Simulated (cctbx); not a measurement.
# Resonant diffraction in Ce2Mn8Pd

Space group P4/mmm (no. 123), a = 3.9390 Å, b = 3.9390 Å, c = 10.4610 Å, α = 90.00°, β = 90.00°, γ = 90.00°.

| atom | mult. | x | y | z | Ueq (Å²) |
| --- | --- | --- | --- | --- | --- |
| Ce1 | 2 | 0 | 0 | 0.3087 | 0.0144 |
| Pd1 | 1 | 0 | 0 | 0 | 0.0180 |
| Mn1 | 2 | 1/2 | 1/2 | 0.3040 | 0.0243 |
| Mn2 | 2 | 0 | 1/2 | 1/2 | 0.0287 |
| Mn3 | 4 | 0 | 1/2 | 0.1118 | 0.0183 |

The model was made for the exercise: a known structure type with other elements put in, its volume estimated, not relaxed; displacement parameters are assumed.

Calculated with cctbx: free-atom f′ and f″ from the Sasaki tables, no fine structure; amplitudes in electrons.

```
E (eV)  F 1 0 3  F 1 1 1  F 1 0 2  F 1 1 3
 23750     81.2     32.2      3.9    197.6
 24100     80.4     32.9      4.6    196.8
 24230     79.8     33.6      5.2    196.2
 24290     79.2     34.2      5.8    195.6
 24320     78.6     34.8      6.4    195.0
 24335     78.0     35.4      7.0    194.4
 24342     77.4     35.9      7.6    193.9
 24346     76.9     36.5      8.1    193.3
 24354     76.1     37.4      9.2    192.5
 24358     77.1     36.4      8.2    193.5
 24365     77.9     35.7      7.5    194.2
 24380     78.6     34.9      6.8    194.9
 24410     79.3     34.2      6.1    195.6
 24500     80.1     33.3      5.2    196.5
 24750     81.1     32.3      4.3    197.3
```

**Question.** Which edge is crossed, and why do the reflections move as they do?

The K edge of Pd. The edge is at 24350 eV. f′ of Pd falls from -4.7 e at 24230 eV to -7.8 e at 4 eV below it, and f″ steps from 0.55 to 3.63 e across it. Over that approach |F| changes by -4 % (1 0 3), +9 % (1 1 1), +56 % (1 0 2) and -1 % (1 1 3): a reflection falls where Pd scatters in phase with the total and rises where it scatters against it; it hardly moves where the Pd term is small or cancels by symmetry. Above the edge the larger f″ enters the imaginary part, where it can add to or cancel the other atoms' f″. The structure is centrosymmetric, so Friedel mates stay equal.

[Logs are printed without paths, hosts, clocks, repeated set-up lines and the standing remarks that a program may print on its own settings, such as how far it seeks lower states.]
